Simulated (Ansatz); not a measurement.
An input for Ansatz 0.2.0 (Sb2Se3 (Antimonselite)):

```yaml
crystal:
  lattice:
    - [11.77, 0.0, 0.0]
    - [0.0, 3.962, 0.0]
    - [0.0, 0.0, 11.62]
  atoms:
    - { symbol: Sb, position: [0.0305, 0.25, 0.328] }
    - { symbol: Sb, position: [0.9695, 0.75, 0.672] }
    - { symbol: Sb, position: [0.4695, 0.75, 0.828] }
    - { symbol: Sb, position: [0.5305, 0.25, 0.172] }
    - { symbol: Sb, position: [0.1478, 0.75, 0.0397] }
    - { symbol: Sb, position: [0.8522, 0.25, 0.9603] }
    - { symbol: Sb, position: [0.3522, 0.25, 0.5397] }
    - { symbol: Sb, position: [0.6478, 0.75, 0.4603] }
    - { symbol: Se, position: [0.0534, 0.25, 0.8732] }
    - { symbol: Se, position: [0.9466, 0.75, 0.1268] }
    - { symbol: Se, position: [0.4466, 0.75, 0.3732] }
    - { symbol: Se, position: [0.5534, 0.25, 0.6268] }
    - { symbol: Se, position: [0.1302, 0.75, 0.4434] }
    - { symbol: Se, position: [0.8698, 0.25, 0.5566] }
    - { symbol: Se, position: [0.3698, 0.25, 0.9434] }
    - { symbol: Se, position: [0.6302, 0.75, 0.0566] }
    - { symbol: Se, position: [0.2132, 0.25, 0.1935] }
    - { symbol: Se, position: [0.7868, 0.75, 0.8065] }
    - { symbol: Se, position: [0.2868, 0.75, 0.6935] }
    - { symbol: Se, position: [0.7132, 0.25, 0.3065] }
kpoints:
  mp_grid: { grid: [2, 4, 2] }
hamiltonian:
  xc: pbe
  pseudopotentials: { kind: paw, source: ansatz }
scf:
  occupations: { method: fixed }
gw:
  n_empty_bands: 2971
  ecut_chi: 180.0
  qp_bands: [v4, c4]
  qp_kpoints: band_edges
  screening: { model: contour_deformation }
```

```sh
ansatz run input.yaml --threads 32 --pin off --max-ram 129024MiB --backend cuda --events-out ev --progress --plain --runs-dir out --devices 1 --max-vram 157GiB  # rebuilt from the run's record
```

Q: How long will it take on 1 × NVIDIA GB200 with 32 threads of Arm Neoverse V2, shared host, and how much memory?

It took 6.5 min; on shared hardware allow 3.2 min to 13 min. Peak host memory was 29 GiB. The sizes that set the cost: 17189 plane waves a state, 12 irreducible k points, 3151 bands summed, 2993 plane waves in the screening and 11 SCF cycles.

The screening grows as filled bands × empty bands × pairs of k points, times the square of the screening basis for the matrix.

[Paths, hosts, dates, memory and timing lines, banners, echoed tables and standing remarks are left out of the program output.]

[Logs are printed without paths, hosts, clocks, repeated set-up lines and the standing remarks that a program may print on its own settings, such as how far it seeks lower states.]

[Runs of the session that timed out or met a known fault of the program may be left out.]

[Cells called generated may have been cut or substituted from an entry of the Crystallography Open Database or the Materials Project.]

[Hosts, paths, dates, database ids (printed as entryN), source tags and the programs' standing remarks are cut or masked in the printed files.]
